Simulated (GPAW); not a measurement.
**Collinear magnetic orders of Ni3 Cu1 Ni3 111 with GPAW**

Aim: find out whether Ni3 Cu1 Ni3 111 carries moments, and which collinear order costs least.

Main program and level: GPAW 26.7.0; PBE; plane waves with GPAW's PAW setups, scalar-relativistic.

**1. Set-up**

The cell holds 7 atoms: 6 Ni and 1 Cu. Its edges and angles: a = 2.556 Å, b = 2.556 Å, c = 23.716 Å, α = 90.0°, β = 90.0°, γ = 120.0°. ideal sites on the substrate's mesh, layer spacings from atomic volumes, unrelaxed, 12 A of vacuum. Vacuum lies along c.

**2. Order 1, typed as ferro ++++++**

The parallel start comes first: it fits the smallest cell, keeps the most symmetry and shows whether parallel moments form.

File order1.py:

```python
import json
import numpy as np
from ase import Atoms
from ase.parallel import paropen, parprint
from gpaw import GPAW

atoms = Atoms(['Ni', 'Ni', 'Ni', 'Cu', 'Ni', 'Ni', 'Ni'],
    cell=[[2.556191, 0.0, 0.0],
         [-1.278096, 2.213726, 0.0],
         [0.0, 0.0, 23.716457]],
    scaled_positions=[[0.0, 0.0, 0.252989],
         [0.333333, 0.666667, 0.334208],
         [0.666667, 0.333333, 0.415428],
         [0.0, 0.0, 0.5],
         [0.333333, 0.666667, 0.584572],
         [0.666667, 0.333333, 0.665792],
         [0.0, 0.0, 0.747011]],
    pbc=True,
    magmoms=[0.8, 0.8, 0.8, 0.0, 0.8, 0.8, 0.8])
atoms.calc = GPAW(mode={'name': 'pw', 'ecut': 450},
    xc='PBE',
    kpts={'size': (20, 20, 1), 'gamma': True},
    occupations={'name': 'fermi-dirac', 'width': 0.05},
    convergence={'density': 1e-05, 'energy': 1e-05},
    maxiter=200,
    mixer={'name': 'pulay', 'beta': 0.03, 'nmaxold': 8, 'weight': 100},
    symmetry={'tolerance': 1e-4},
    txt='order1.txt')
e = atoms.get_potential_energy(force_consistent=True)
res = {'free_energy': e, 'energy_sigma0': atoms.get_potential_energy(), 'fermi_energy': atoms.calc.get_fermi_level()}
res['moments'] = atoms.get_magnetic_moments().tolist()
res['total'] = atoms.get_magnetic_moment()
parprint('site moments (muB):', np.round(res['moments'], 3))
parprint(f"total moment: {res['total']:.3f} muB")
parprint(f'free energy: {e:.6f} eV')
atoms.calc.write('order1.gpw')
with paropen('results.json', 'w') as f:
    json.dump(res, f)
```

On the command line:

```
$ OMP_NUM_THREADS=1 mpirun -n 4 gpaw python order1.py > order1.log
```

Numbers of over 12 decimals in the logs are rounded to 6 here.

What it wrote:

```text
site moments (muB): [0.749 0.724 0.526 0.011 0.526 0.724 0.749]
total moment: 3.767 muB
free energy: -45.709608 eV

--- order1.txt ---
Input parameters:
  mode=PW(ecut=450),
  convergence={'density': 1e-05, 'energy': 1e-05},
  kpts=MonkhorstPack(size=(20, 20, 1), gamma=True),
  maxiter=200,
  mixer=Pulay(name='pulay', nmaxold=8, beta=0.03, weight=100, sigma=0.015, g_ss=None),
  occupations=Occupations(name='fermi-dirac', width=0.05),
  symmetry=Symmetry(tolerance=0.0001),
  xc=XC(name='PBE')

Diagonalizing LCAO Hamiltonian
Converting LCAO to pw mode

       Ni

           Ni

        Ni

       Cu

           Ni

        Ni

       Ni

Atoms  # Å, Bohr magnetons
|   | symbol |         x |        y |         z |    initial magnetic moments |
|---|--------|-----------|----------|-----------|-----------------------------|
| 0 |     Ni |  0.000000 | 0.000000 |  6.000003 | ( 0.0000,  0.0000,  0.8000) |
| 1 |     Ni | -0.000002 | 1.475818 |  7.926230 | ( 0.0000,  0.0000,  0.8000) |
| 2 |     Ni |  1.278097 | 0.737908 |  9.852480 | ( 0.0000,  0.0000,  0.8000) |
| 3 |     Cu |  0.000000 | 0.000000 | 11.858228 | ( 0.0000,  0.0000,  0.0000) |
| 4 |     Ni | -0.000002 | 1.475818 | 13.863977 | ( 0.0000,  0.0000,  0.8000) |
| 5 |     Ni |  1.278097 | 0.737908 | 15.790227 | ( 0.0000,  0.0000,  0.8000) |
| 6 |     Ni |  0.000000 | 0.000000 | 17.716454 | ( 0.0000,  0.0000,  0.8000) |

Unit cell  # Å
| periodic |         x |        y |         z |   lengths |     angles |
|----------|-----------|----------|-----------|-----------|------------|
|      yes |  2.556191 | 0.000000 |  0.000000 |  2.556191 |  90.000000 |
|      yes | -1.278096 | 2.213726 |  0.000000 |  2.556191 |  90.000000 |
|      yes |  0.000000 | 0.000000 | 23.716457 | 23.716457 | 120.000014 |

Number of symmetries: 12

BZ-sampling:
  Number of BZ points: 400
  Number of IBZ points: 44

  Monkhorst-Pack size: [20, 20, 1]
  Monkhorst-Pack shift: [0.025, 0.025, 0.0]

K-points  # in reciprocal-cell coordinates
|     |                                coordinates |     weight |
|-----|--------------------------------------------|------------|
|   0 | ( -0.00000000,  -0.00000000,   0.00000000) | 0.00250000 |
|   1 | (  0.05000000,  -0.00000000,   0.00000000) | 0.01500000 |
|   2 | (  0.10000000,  -0.05000000,   0.00000000) | 0.01500000 |
|   3 | (  0.10000000,  -0.00000000,   0.00000000) | 0.01500000 |
|   4 | (  0.15000000,  -0.05000000,   0.00000000) | 0.03000000 |
|   5 | (  0.15000000,  -0.00000000,   0.00000000) | 0.01500000 |
|   6 | (  0.20000000,  -0.10000000,   0.00000000) | 0.01500000 |
|   7 | (  0.20000000,  -0.05000000,   0.00000000) | 0.03000000 |
|   8 | (  0.20000000,  -0.00000000,   0.00000000) | 0.01500000 |
|   9 | (  0.25000000,  -0.10000000,   0.00000000) | 0.03000000 |
| ... |                                            |            |
|  43 | (  0.50000000,   0.50000000,   0.00000000) | 0.00750000 |

Plane wave coefficients: 2979
Cutoff: 450.000000 eV

Spin-components: 2 (collinear spins)
Bands:           72
Projectors:      42
Spin-degeneracy: 1
Datatype:        complex128

Parallelization:
  kpt:    4
  domain: 1
  band:   1

Density:
  Valence electrons: 107.0
  Components: 2
  Grid points: [ 14  14 120]
  Charge: 0.0  # |e|

Potential:
  Grid points: [ 14  14 120]

species:
  Ni:
    name:    Nickel
    Z:       28.0
    valence: 16
    core:    12
    charge:  0.0  # [|e|]
    compensation charges:
      type: gauss
      rc: 0.36  # [Å]
      lmax: 2
    cutoffs:
      filter: 2.14  # [Å]
      core: 1.98  # [Å]
    projectors
    | kind |    occ | energy [eV] | rcut [Å] |
    |------|--------|-------------|----------|
    |   4s |  2.000 |      -5.642 |    1.164 |
    |   3p |  6.000 |     -71.394 |    1.207 |
    |   4p |  0.000 |      -1.226 |    1.207 |
    |   3d |  8.000 |      -8.875 |    1.138 |
    |    s |        |      21.570 |    1.164 |
    |    d |        |      18.337 |    1.138 |

    Using partial waves for Ni as LCAO basis

  Cu:
    name:    Copper
    Z:       29.0
    valence: 11
    core:    18
    charge:  0.0  # [|e|]
    compensation charges:
      type: gauss
      rc: 0.33  # [Å]
      lmax: 2
    cutoffs:
      filter: 2.06  # [Å]
      core: 2.43  # [Å]
    projectors
    | kind |    occ | energy [eV] | rcut [Å] |
    |------|--------|-------------|----------|
    |   4s |  1.000 |      -4.609 |    1.164 |
    |   4p |  0.000 |      -0.698 |    1.164 |
    |   3d | 10.000 |      -5.039 |    1.058 |
    |    s |        |      22.603 |    1.164 |
    |    p |        |      26.513 |    1.164 |
    |    d |        |      22.172 |    1.058 |

    Using partial waves for Cu as LCAO basis

Reference energy: -293229.442525  # eV

eigensolver:
  PPCG
  Converge bands: occupied
  niter=2

density mixing:
  Pulay-Mixer
  Linear mixing parameters: 0.03
  Old densities: 8
  Fourier metric: weight=100, sigma=0.015

occupation numbers:
  Fermi-Dirac:
    width: 0.0500  # eV

poisson solver:
  ecut: 3600.000000  # eV

xc functional:
  name: PBE with 2 nearest neighbor stencil

convergence criteria:
- Maximum integral of absolute [dens]ity change: 1e-05 electrons / valence electron
- Maximum [total energy] change in last 3 cyles: 1e-05 eV / valence electron
- Maximum integral of absolute [eigenst]ate change: 4e-08 eV^2 / valence electron
maximum number of iterations: 200

SCF iterations
|iter     |      energy | eigst |  dens |  magmom |
|---------|-------------|-------|-------|---------|
|iter:   1|       0s |  -62.881665 | +0.58 |       |  +4.8042|
|iter:   2|       7s |  -67.752067 | -0.01 | -0.76 |  +4.6755|
|iter:   3|      14s |  -48.068983 | -0.77 | -0.78 |  +4.6579|
|iter:   4|      21s |  -46.117996 | -1.70 | -1.05 |  +4.6385|
|iter:   5|      29s |  -45.737533 | -2.27 | -1.34 |  +4.6135|
|iter:   6|      36s |  -46.205946 | -1.49 | -1.53 |  +4.5076|
|iter:   7|      43s |  -45.440939 | -2.03 | -1.17 |  +4.4486|
|iter:   8|      50s |  -45.494760 | -2.77 | -1.67 |  +4.4107|
|iter:   9|      57s |  -45.604352 | -2.28 | -1.54 |  +4.2481|
|iter:  10|      64s |  -45.530103 | -3.05 | -1.74 |  +4.2498|
[... 30 iterations left out ...]
|iter:  41|     267s |  -45.667187c| -8.18c| -4.77 |  +3.7676|
|iter:  42|     270s |  -45.667186c| -8.33c| -4.80 |  +3.7675|
|iter:  43|     273s |  -45.667187c| -8.33c| -4.83 |  +3.7673|
|iter:  44|     277s |  -45.667187c| -9.02c| -4.86 |  +3.7673|
|iter:  45|     280s |  -45.667188c| -8.80c| -4.86 |  +3.7670|
|iter:  46|     283s |  -45.667189c| -8.87c| -4.87 |  +3.7668|
|iter:  47|     287s |  -45.667188c| -9.26c| -4.88 |  +3.7668|
|iter:  48|     290s |  -45.667188c| -8.79c| -4.90 |  +3.7668|
|iter:  49|     293s |  -45.667185c| -8.11c| -4.92 |  +3.7667|
|iter:  50|     297s |  -45.667185c| -8.75c| -5.05c|  +3.7666|

Converged in 50 steps
Energy contributions relative to reference atoms: (reference = -293229.442525)

Energy contributions:
  Kinetic:          23.690829
  Coulomb:         -16.003379
  Zero:              0.792678
  External:          0.000000
  Xc:              -54.104891
  Entropy:          -0.084846
  Spinorbit:         0.000000
  ----------------------------
  Free energy:     -45.709608
  Extrapolated:    -45.667185

dipole moment: (-7.997415, -13.851932, 0.000020)  # |e|*Ang

Total magnetic moment: (0.000000, 0.000000, 3.766647)

Local magnetic moments
|        x |        y |        z |
|----------|----------|----------|
| 0.000000 | 0.000000 | 0.748871 |  # Ni   0
| 0.000000 | 0.000000 | 0.723751 |  # Ni   1
| 0.000000 | 0.000000 | 0.525661 |  # Ni   2
| 0.000000 | 0.000000 | 0.011123 |  # Cu   3
| 0.000000 | 0.000000 | 0.525661 |  # Ni   4
| 0.000000 | 0.000000 | 0.723751 |  # Ni   5
| 0.000000 | 0.000000 | 0.748871 |  # Ni   6

Fermi level: 2.808
Eigenvalues  # (at kpt = [-0.000, -0.000, 0.000])
| band index |      eig [eV] | occ [0-1] |      eig [eV] | occ [0-1] |
|------------|---------------|-----------|---------------|-----------|
|          0 |       -61.470 |     1.000 |       -60.558 |     1.000 |
|        ... |               |           |               |           |
|         50 |         1.538 |     1.000 |         2.146 |     1.000 |
|         51 |         1.724 |     1.000 |         2.359 |     1.000 |
|         52 |         1.724 |     1.000 |         2.359 |     1.000 |
|         53 |         1.809 |     1.000 |         2.436 |     0.999 |
|         54 |         1.809 |     1.000 |         2.436 |     0.999 |
|         55 |         2.128 |     1.000 |         2.844 |     0.329 |
|         56 |         2.129 |     1.000 |         2.951 |     0.055 |
|         57 |         2.198 |     1.000 |         2.951 |     0.054 |
|         58 |         2.199 |     1.000 |         2.984 |     0.029 |
|         59 |         2.791 |     0.585 |         2.985 |     0.028 |
|         60 |         3.223 |     0.000 |         3.192 |     0.000 |
|         61 |         7.377 |     0.000 |         7.360 |     0.000 |
|         62 |         8.055 |     0.000 |         8.056 |     0.000 |
|         63 |         9.333 |     0.000 |         9.458 |     0.000 |
|         64 |        10.681 |     0.000 |        10.750 |     0.000 |
|        ... |               |           |               |           |
|         71 |        22.266 |     0.000 |        22.289 |     0.000 |

No gap
No difference between direct/indirect transitions
```

The job ended after 5.2 min (4 MPI ranks of Arm Neoverse V2, shared host; peak memory 1.2 GiB; 21 min of CPU time).

Spin moment in the augmentation sphere by atom:

| atom | spin moment in the augmentation sphere (μB) |
| --- | --- |
| Ni1 | 0.749 |
| Ni2 | 0.724 |
| Ni3 | 0.526 |
| Cu4 | 0.011 |
| Ni5 | 0.526 |
| Ni6 | 0.724 |
| Ni7 | 0.749 |

Numbers from this step:

```
magnetization : 3.767 μB
final state   : ferromagnetic
```

After 50 cycles the largest moment stands at 0.749 μB.

**3. Start 2: antiferro +++---**

Another pattern of signs weighs the neighbour shells otherwise.

order2.py is the script of step 2 with these lines changed:

```diff
@@ -18,3 +18,3 @@
     pbc=True,
-    magmoms=[0.8, 0.8, 0.8, 0.0, 0.8, 0.8, 0.8])
+    magmoms=[0.8, 0.8, 0.8, 0.0, -0.8, -0.8, -0.8])
 atoms.calc = GPAW(mode={'name': 'pw', 'ecut': 450},
@@ -27,3 +27,3 @@
     symmetry={'tolerance': 1e-4},
-    txt='order1.txt')
+    txt='order2.txt')
 e = atoms.get_potential_energy(force_consistent=True)
@@ -35,3 +35,3 @@
 parprint(f'free energy: {e:.6f} eV')
-atoms.calc.write('order1.gpw')
+atoms.calc.write('order2.gpw')
 with paropen('results.json', 'w') as f:
```

On the command line:

```
$ OMP_NUM_THREADS=1 mpirun -n 4 gpaw python order2.py > order2.log
```

What it wrote:

```text
site moments (muB): [ 0.756  0.725  0.528  0.    -0.528 -0.725 -0.756]
total moment: 0.000 muB
free energy: -45.699773 eV

--- order2.txt ---
Input parameters:
  mode=PW(ecut=450),
  convergence={'density': 1e-05, 'energy': 1e-05},
  kpts=MonkhorstPack(size=(20, 20, 1), gamma=True),
  maxiter=200,
  mixer=Pulay(name='pulay', nmaxold=8, beta=0.03, weight=100, sigma=0.015, g_ss=None),
  occupations=Occupations(name='fermi-dirac', width=0.05),
  symmetry=Symmetry(tolerance=0.0001),
  xc=XC(name='PBE')

Diagonalizing LCAO Hamiltonian
Converting LCAO to pw mode

       Ni

           Ni

        Ni

       Cu

           Ni

        Ni

       Ni

Atoms  # Å, Bohr magnetons
|   | symbol |         x |        y |         z |    initial magnetic moments |
|---|--------|-----------|----------|-----------|-----------------------------|
| 0 |     Ni |  0.000000 | 0.000000 |  6.000003 | ( 0.0000,  0.0000,  0.8000) |
| 1 |     Ni | -0.000002 | 1.475818 |  7.926230 | ( 0.0000,  0.0000,  0.8000) |
| 2 |     Ni |  1.278097 | 0.737908 |  9.852480 | ( 0.0000,  0.0000,  0.8000) |
| 3 |     Cu |  0.000000 | 0.000000 | 11.858228 | ( 0.0000,  0.0000,  0.0000) |
| 4 |     Ni | -0.000002 | 1.475818 | 13.863977 | ( 0.0000,  0.0000, -0.8000) |
| 5 |     Ni |  1.278097 | 0.737908 | 15.790227 | ( 0.0000,  0.0000, -0.8000) |
| 6 |     Ni |  0.000000 | 0.000000 | 17.716454 | ( 0.0000,  0.0000, -0.8000) |

Unit cell  # Å
| periodic |         x |        y |         z |   lengths |     angles |
|----------|-----------|----------|-----------|-----------|------------|
|      yes |  2.556191 | 0.000000 |  0.000000 |  2.556191 |  90.000000 |
|      yes | -1.278096 | 2.213726 |  0.000000 |  2.556191 |  90.000000 |
|      yes |  0.000000 | 0.000000 | 23.716457 | 23.716457 | 120.000014 |

Number of symmetries: 6

BZ-sampling:
  Number of BZ points: 400
  Number of IBZ points: 44

  Monkhorst-Pack size: [20, 20, 1]
  Monkhorst-Pack shift: [0.025, 0.025, 0.0]

Plane wave coefficients: 2979
Cutoff: 450.000000 eV

Spin-components: 2 (collinear spins)
Bands:           69
Projectors:      42
Spin-degeneracy: 1
Datatype:        complex128

Parallelization:
  kpt:    4
  domain: 1
  band:   1

Density:
  Valence electrons: 107.0
  Components: 2
  Grid points: [ 14  14 120]
  Charge: 0.0  # |e|

Potential:
  Grid points: [ 14  14 120]

[... setups left out ...]
Reference energy: -293229.442525  # eV

eigensolver:
  PPCG
  Converge bands: occupied
  niter=2

density mixing:
  Pulay-Mixer
  Linear mixing parameters: 0.03
  Old densities: 8
  Fourier metric: weight=100, sigma=0.015

occupation numbers:
  Fermi-Dirac:
    width: 0.0500  # eV

poisson solver:
  ecut: 3600.000000  # eV

xc functional:
  name: PBE with 2 nearest neighbor stencil

convergence criteria:
- Maximum integral of absolute [dens]ity change: 1e-05 electrons / valence electron
- Maximum [total energy] change in last 3 cyles: 1e-05 eV / valence electron
- Maximum integral of absolute [eigenst]ate change: 4e-08 eV^2 / valence electron
maximum number of iterations: 200

SCF iterations
|iter     |      energy | eigst |  dens |  magmom |
|---------|-------------|-------|-------|---------|
|iter:   1|       0s |  -62.886789 | +0.59 |       |  +0.0000|
|iter:   2|       7s |  -67.805882 | +0.14 | -0.76 |  +0.0000|
|iter:   3|      13s |  -48.078158 | -0.66 | -0.78 |  -0.0000|
|iter:   4|      20s |  -46.124719 | -1.59 | -1.05 |  -0.0000|
|iter:   5|      27s |  -45.724745 | -2.14 | -1.34 |  +0.0000|
|iter:   6|      34s |  -46.153848 | -1.39 | -1.54 |  -0.0000|
|iter:   7|      40s |  -45.433846 | -1.98 | -1.19 |  +0.0000|
|iter:   8|      47s |  -45.468385 | -2.79 | -1.65 |  -0.0000|
|iter:   9|      54s |  -45.583166 | -2.15 | -1.56 |  +0.0000|
|iter:  10|      61s |  -45.510600 | -3.02 | -1.77 |  -0.0001|
[... 40 iterations left out ...]
|iter:  51|     310s |  -45.655856c| -8.47c| -4.54 |  +0.0000|
|iter:  52|     313s |  -45.655854c| -8.14c| -4.56 |  +0.0000|
|iter:  53|     316s |  -45.655854c| -8.33c| -4.60 |  +0.0000|
|iter:  54|     319s |  -45.655852c| -8.12c| -4.63 |  +0.0000|
|iter:  55|     323s |  -45.655847c| -7.76c| -4.66 |  +0.0000|
|iter:  56|     326s |  -45.655847c| -7.81c| -4.74 |  +0.0000|
|iter:  57|     329s |  -45.655847c| -8.23c| -4.80 |  +0.0000|
|iter:  58|     332s |  -45.655847c| -8.32c| -4.85 |  +0.0000|
|iter:  59|     335s |  -45.655845c| -7.77c| -4.91 |  +0.0000|
|iter:  60|     339s |  -45.655844c| -7.99c| -5.11c|  +0.0000|

Converged in 60 steps
Energy contributions relative to reference atoms: (reference = -293229.442525)

Energy contributions:
  Kinetic:          23.843052
  Coulomb:         -16.127131
  Zero:              0.792763
  External:          0.000000
  Xc:              -54.120598
  Entropy:          -0.087860
  Spinorbit:         0.000000
  ----------------------------
  Free energy:     -45.699773
  Extrapolated:    -45.655844

dipole moment: (-7.997423, -13.851946, 0.000019)  # |e|*Ang

Total magnetic moment: (0.000000, 0.000000, 0.000000)

Local magnetic moments
|        x |        y |         z |
|----------|----------|-----------|
| 0.000000 | 0.000000 |  0.755884 |  # Ni   0
| 0.000000 | 0.000000 |  0.725044 |  # Ni   1
| 0.000000 | 0.000000 |  0.527747 |  # Ni   2
| 0.000000 | 0.000000 |  0.000000 |  # Cu   3
| 0.000000 | 0.000000 | -0.527747 |  # Ni   4
| 0.000000 | 0.000000 | -0.725044 |  # Ni   5
| 0.000000 | 0.000000 | -0.755884 |  # Ni   6

Fermi level: 2.801
Eigenvalues  # (at kpt = [-0.000, -0.000, 0.000])
| band index |      eig [eV] | occ [0-1] |      eig [eV] | occ [0-1] |
|------------|---------------|-----------|---------------|-----------|
|          0 |       -61.478 |     1.000 |       -61.478 |     1.000 |
|        ... |               |           |               |           |
|         49 |         1.769 |     1.000 |         1.769 |     1.000 |
|         50 |         1.769 |     1.000 |         1.769 |     1.000 |
|         51 |         2.130 |     1.000 |         2.130 |     1.000 |
|         52 |         2.131 |     1.000 |         2.131 |     1.000 |
|         53 |         2.163 |     1.000 |         2.163 |     1.000 |
|         54 |         2.163 |     1.000 |         2.163 |     1.000 |
|         55 |         2.412 |     1.000 |         2.412 |     1.000 |
|         56 |         2.413 |     1.000 |         2.413 |     1.000 |
|         57 |         2.818 |     0.415 |         2.818 |     0.415 |
|         58 |         2.967 |     0.035 |         2.967 |     0.035 |
|         59 |         2.968 |     0.034 |         2.968 |     0.034 |
|         60 |         3.207 |     0.000 |         3.207 |     0.000 |
|         61 |         7.363 |     0.000 |         7.363 |     0.000 |
|         62 |         8.049 |     0.000 |         8.049 |     0.000 |
|         63 |         9.395 |     0.000 |         9.395 |     0.000 |
|         64 |        10.717 |     0.000 |        10.717 |     0.000 |
|        ... |               |           |               |           |
|         68 |        17.727 |     0.000 |        17.727 |     0.000 |

No gap
No difference between direct/indirect transitions
```

Wall time 5.9 min (4 MPI ranks); peak memory 1.2 GiB; 24 min of CPU time.

Spin moment in the augmentation sphere by atom:

| atom | spin moment in the augmentation sphere (μB) |
| --- | --- |
| Ni1 | 0.756 |
| Ni2 | 0.725 |
| Ni3 | 0.528 |
| Cu4 | 0.000 |
| Ni5 | -0.528 |
| Ni6 | -0.725 |
| Ni7 | -0.756 |

This step gave:

* magnetization: 0 μB
* final state: antiferromagnetic

It lies 1.64 meV a seeded atom over the first start, and its largest moment is 0.756 μB against 0.749 μB.

**4. Energies of the orders**

These are free energies at a smearing of 0.05 eV, so its entropy term is in the differences. They are divided by the number of seeded atoms, so that cells of unlike size compare.

Orders:

| start | final state | typed order kept | energy over the lowest (meV a seeded atom) | largest site moment (μB) | net moment (μB a primitive cell) | mesh matched | CPU time (s) |
| --- | --- | --- | --- | --- | --- | --- | --- |
| ferro ++++++ | ferromagnetic | yes | 0 | 0.7489 | 3.767 | yes | 1245 |
| antiferro +++--- | antiferromagnetic | yes | 1.639 | 0.7559 | 0 | yes | 1411 |

**5. Summary of results**

- lowest state found: ferromagnetic (typed ferro ++++++)
- largest site moment: 0.749 μB
- next state: antiferromagnetic, 1.64 meV a seeded atom higher

What this shows: The lowest state found is ferromagnetic, reached from the start ferro ++++++, with moments up to 0.749 μB. The two lowest states lie so close that the mesh, the functional or spin–orbit coupling could swap them. Only 2 starts are shown; other collinear patterns, canted and longer-period orders are not.

[Logs and program files are shortened in this print: banners, set-up blocks, solver, clock and traceback lines can be left out without a mark of their own.]

[Logs are printed without paths, hosts, clocks, repeated set-up lines and the standing remarks that a program may print on its own settings, such as how far it seeks lower states.]

[Hosts, paths, dates, database ids (printed as entryN), source tags and the programs' standing remarks are cut or masked in the printed files.]

[Where a cell is said to come from a database of computed structures, the database is the Materials Project.]
